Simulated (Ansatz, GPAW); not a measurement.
# Cutoff, mesh and smearing for a 10-layer slab of Rh(110), part 2 of 2

How do cutoff, mesh, smearing and the dipole layer change the work function of a 10-layer slab of Rh(110)?

GPAW 26.7.0 and Ansatz 0.2.0; Ansatz plane waves; slab in vacuum with a dipole correction, relaxation (the session's first sound run).

So far, upper work function (eV): step 2 (relaxation, PBE) 4.64; step 3 (plane waves, PBE) 4.62; step 6 (cutoff 700: ecut = 700, PBE, GPAW) 4.62.

## (10) Scheme Marzari-Vanderbilt, smearing 0.2

Smearing changes the occupations near the Fermi level, and with them the level itself. Smearing helps the SCF of a metal converge, but it blurs occupations at band edges near the Fermi level.

Input file run.py:

```python
import json
import numpy as np
from ase import Atoms
from gpaw import GPAW, PW

slab = Atoms(
    ['Rh', 'Rh', 'Rh', 'Rh', 'Rh', 'Rh', 'Rh', 'Rh', 'Rh', 'Rh'],
    positions=[
        [1.90000, 1.34350, 8.00000],
        [0.00000, 0.00000, 9.34350],
        [1.90000, 1.34350, 10.68701],
        [0.00000, 0.00000, 12.03051],
        [1.90000, 1.34350, 13.37401],
        [0.00000, 0.00000, 14.75402],
        [1.90000, 1.34350, 16.08867],
        [0.00000, 0.00000, 17.45690],
        [1.90000, 1.34350, 18.85882],
        [0.00000, 0.00000, 20.08180]],
    cell=[[3.8, 0.0, 0.0], [0.0, 2.68701, 0.0], [0.0, 0.0, 28.09153]],
    pbc=[True, True, False])

slab.calc = GPAW(mode=PW(400), xc='PBE', kpts={'size': (8, 12, 1), 'gamma': True},
                 occupations={'name': 'marzari-vanderbilt', 'width': 0.2}, nbands='160%',
                 convergence={'density': 1e-05}, maxiter=200,
                 poissonsolver={'dipolelayer': 'xy'},
                 symmetry={'tolerance': 1e-3}, txt='slab.txt')
result = {}
energy = slab.get_potential_energy()
fermi = slab.calc.get_fermi_level()
v = slab.calc.get_electrostatic_potential().mean((0, 1)) - fermi
n = slab.calc.get_pseudo_density().mean((0, 1))
L = slab.cell[2, 2]
z = np.arange(len(v)) * L / len(v)
low, high = slab.positions[:, 2].min(), slab.positions[:, 2].max()
below, above = np.interp([low - 5.8, high + 5.8], z, v)
slopes = [np.interp(x, z, np.gradient(v, z)) for x in (low - 5.8, high + 5.8)]
eps = np.array([[slab.calc.get_eigenvalues(k, s) for k in range(len(slab.calc.get_ibz_k_points()))]
                for s in range(slab.calc.get_number_of_spins())]) - fermi
top, bottom = eps[eps < 0].max(), eps[eps > 0].min()
dipole = slab.get_dipole_moment()[2]
print(f'energy {energy:.4f} eV, Fermi level {fermi:.4f} eV, dipole {dipole:.5f} e A')
print(f'potential 5.8 A off the faces, from the Fermi level: lower {below:.4f} eV, upper {above:.4f} eV')
print(f'slope of the potential there: lower {slopes[0]:.5f}, upper {slopes[1]:.5f} eV/A')
print(f'nearest levels on the mesh: {top:.4f} and {bottom:.4f} eV')
print('magnetic moment', round(slab.get_magnetic_moment(), 3))
result.update(energy=energy, fermi=fermi, dipole=dipole, below=below, above=above, slopes=slopes, edges=[top, bottom],
              z=z.tolist(), v=v.tolist(), n=n.tolist(), positions=slab.positions.tolist(),
              forces=slab.get_forces(apply_constraint=False).tolist(), moments=slab.get_magnetic_moments().tolist())
json.dump(result, open('result.json', 'w'))
```

Run with:

```bash
OMP_NUM_THREADS=1 OPENBLAS_NUM_THREADS=1 python run.py
```

Wall time 69 min (1 thread of Arm Neoverse N1, shared host); peak memory 0.61 GiB.

Numbers from this step:

- dipole along the normal: 0.002345 e·Å
- levels nearest the Fermi level on the mesh: -0.004392, 0.001148 eV from the Fermi level
- upper work function: 4.641 eV
- lower work function: 4.681 eV

The electrostatic potential energy of an electron (without an applied field's), less the Fermi level, planar mean oscillates, so the rows of the table below give means over windows of 1.35 Å about each position, cut where the curve ends. Its maxima inside the range that stand out by 2 % of the span (Å: eV): 8.6: -7.80, 10.0: -8.27, 11.3: -8.29, 12.7: -8.24, 14.0: -7.65, 15.4: -8.39, 16.8: -7.82, 18.1: -7.34, 19.5: -10.1. Its minima: 8.0: -14.5, 9.4: -15.5, 10.7: -15.6, 12.1: -15.5, 13.4: -15.4, 14.8: -15.5, 16.1: -15.4, 17.5: -15.3, 18.8: -15.7, 20.1: -15.0.

Electrostatic potential energy of an electron (without an applied field's), less the Fermi level, planar mean against z; means over each step:

| z (Å) | electrostatic potential energy of an electron (without an applied field's), less the Fermi level, planar mean (eV) |
| --- | --- |
| 0.68 | 4.68 |
| 2.03 | 4.68 |
| 3.38 | 4.68 |
| 4.73 | 4.67 |
| 6.08 | 4.29 |
| 7.43 | -4.94 |
| 8.78 | -11.5 |
| 10.13 | -11.9 |
| 11.48 | -11.9 |
| 12.83 | -11.8 |
| 14.18 | -11.4 |
| 15.53 | -11.9 |
| 16.88 | -11.5 |
| 18.23 | -11.1 |
| 19.58 | -12.9 |
| 20.93 | -1.52 |
| 22.28 | 4.45 |
| 23.63 | 4.63 |
| 24.98 | 4.64 |
| 26.33 | 4.64 |
| 27.68 | 4.64 |

The upper face's work function is 4.641 eV, against 4.624 eV in the first plane-wave PBE run at this geometry.

## (11) The ladder

Times are for 1 thread of Arm Neoverse N1, shared host. The series side by side:

| no. | run | upper work function (eV) | lower work function (eV) | time | memory (GiB) |
| --- | --- | --- | --- | --- | --- |
| 1 | pw | 4.624 | 4.655 | 67 min | 0.61 |
| 2 | cutoff 700 | 4.621 | 4.653 | 2.5 h | 1.2 |
| 3 | scheme Marzari-Vanderbilt, smearing 0.2 | 4.641 | 4.681 | 69 min | 0.61 |

## (12) Without the dipole layer

The dipole layer is taken out and the cell repeats along the normal.

run.py, as its differences from that of step 10:

```diff
@@ -19,8 +19,7 @@
     cell=[[3.8, 0.0, 0.0], [0.0, 2.68701, 0.0], [0.0, 0.0, 28.09153]],
-    pbc=[True, True, False])
+    pbc=[True, True, True])
 
 slab.calc = GPAW(mode=PW(400), xc='PBE', kpts={'size': (8, 12, 1), 'gamma': True},
-                 occupations={'name': 'marzari-vanderbilt', 'width': 0.2}, nbands='160%',
+                 occupations={'name': 'fermi-dirac', 'width': 0.1}, nbands='160%',
                  convergence={'density': 1e-05}, maxiter=200,
-                 poissonsolver={'dipolelayer': 'xy'},
                  symmetry={'tolerance': 1e-3}, txt='slab.txt')
```

Run time: 58 min. Hardware: 1 thread; peak memory 0.61 GiB.

The run finished with changed settings (dipole = false and pbc_z = true); it serves as a test.

Side by side:

| quantity | this run | sound run | difference |
| --- | --- | --- | --- |
| dipole along the normal (e·Å) | 0.0039325 | 0.0018635 | 0.00207 |
| upper work function (eV) | 4.6338 | 4.6239 | 0.00994 |
| lower work function (eV) | 4.6446 | 4.6553 | -0.0107 |

## (13) Side by side

Results and costs are gathered.

This step: comparison of work functions, dipole and cost (GPAW 26.7.0).

Ladder, by row:

| step | code | work function, upper (eV) | work function, lower (eV) | dipole (e Å) | wall time (s) | peak memory (GiB) | threads |
| --- | --- | --- | --- | --- | --- | --- | --- |
| pw | GPAW | 4.624 | 4.655 | 0.001864 | 4008 | 0.61 | 1 |
| ecut200 | GPAW | 4.652 | 4.688 | 0.001861 | 1253 | 0.3 | 1 |
| ecut700 | GPAW | 4.621 | 4.653 | 0.001818 | 8974 | 1.23 | 1 |
| k3 | GPAW | 4.628 | 4.665 | 0.002197 | 679 | 0.3 | 1 |
| k5 | GPAW | 4.628 | 4.657 | 0.001707 | 1629 | 0.36 | 1 |
| smear | GPAW | 4.641 | 4.681 | 0.002345 | 4162 | 0.61 | 1 |
| nodip | GPAW | 4.634 | 4.645 | 0.003933 | 3510 | 0.61 | 1 |

## (14) A changed run

One more run, with changed settings.

This step: GPAW, PAW setups; slab in vacuum (GPAW 26.7.0).

run.py, as its differences from that of step 12:

```diff
@@ -19,7 +19,8 @@
     cell=[[3.8, 0.0, 0.0], [0.0, 2.68701, 0.0], [0.0, 0.0, 28.09153]],
-    pbc=[True, True, True])
+    pbc=[True, True, False])
 
-slab.calc = GPAW(mode=PW(400), xc='PBE', kpts={'size': (8, 12, 1), 'gamma': True},
+slab.calc = GPAW(mode=PW(140), xc='PBE', kpts={'size': (8, 12, 1), 'gamma': True},
                  occupations={'name': 'fermi-dirac', 'width': 0.1}, nbands='160%',
-                 convergence={'density': 1e-05}, maxiter=200,
+                 convergence={'density': 1e-05}, maxiter=50,
+                 poissonsolver={'dipolelayer': 'xy'},
                  symmetry={'tolerance': 1e-3}, txt='slab.txt')
```

Elapsed: 15 min, on 1 thread; peak memory 0.24 GiB.

The run stopped without converging, so none of its numbers is a property of the system.

The fault put into the input: a cutoff far too low, under a cap of 50 iterations, which ended the run (ecut = 140).

## (15) Summary of results

| Property | Result |
| --- | --- |
| work function, upper and lower face | 4.624 and 4.655 eV |
| dipole along the normal | 0.00186 e Å |

In words: With plane waves and PBE the work function is 4.62 eV on the upper face and 4.66 eV on the lower. The measured value for this face is 4.86 eV (as compiled in "Anisotropic work function of elemental crystals", 2019, arxiv:1902.07811); the relaxed upper face lies 0.24 eV under it with PBE. Measured work functions scatter by a tenth of an eV or more between methods. The other smearing (Marzari-Vanderbilt of 0.2 eV in place of Fermi-Dirac of 0.1) moves the two faces by 0.017 and 0.026 eV on the same mesh; a mesh is converged only for its smearing. Over the sound runs of the table the upper face's work function spans 4.621 (ecut700) to 4.641 eV (smear). The small printed dipole stands for a step of -33 meV from the lower to the upper face, and the probes find -31 meV; values this small are near the numerical noise of both. The in-plane lattice was kept as typed, which isn't the functional's own and leaves some strain; spin-orbit coupling and temperature are left out.

[Logs are printed without paths, hosts, clocks, repeated set-up lines and the standing remarks that a program may print on its own settings, such as how far it seeks lower states.]

[Hosts, paths, dates, database ids (printed as entryN), source tags and the programs' standing remarks are cut or masked in the printed files.]
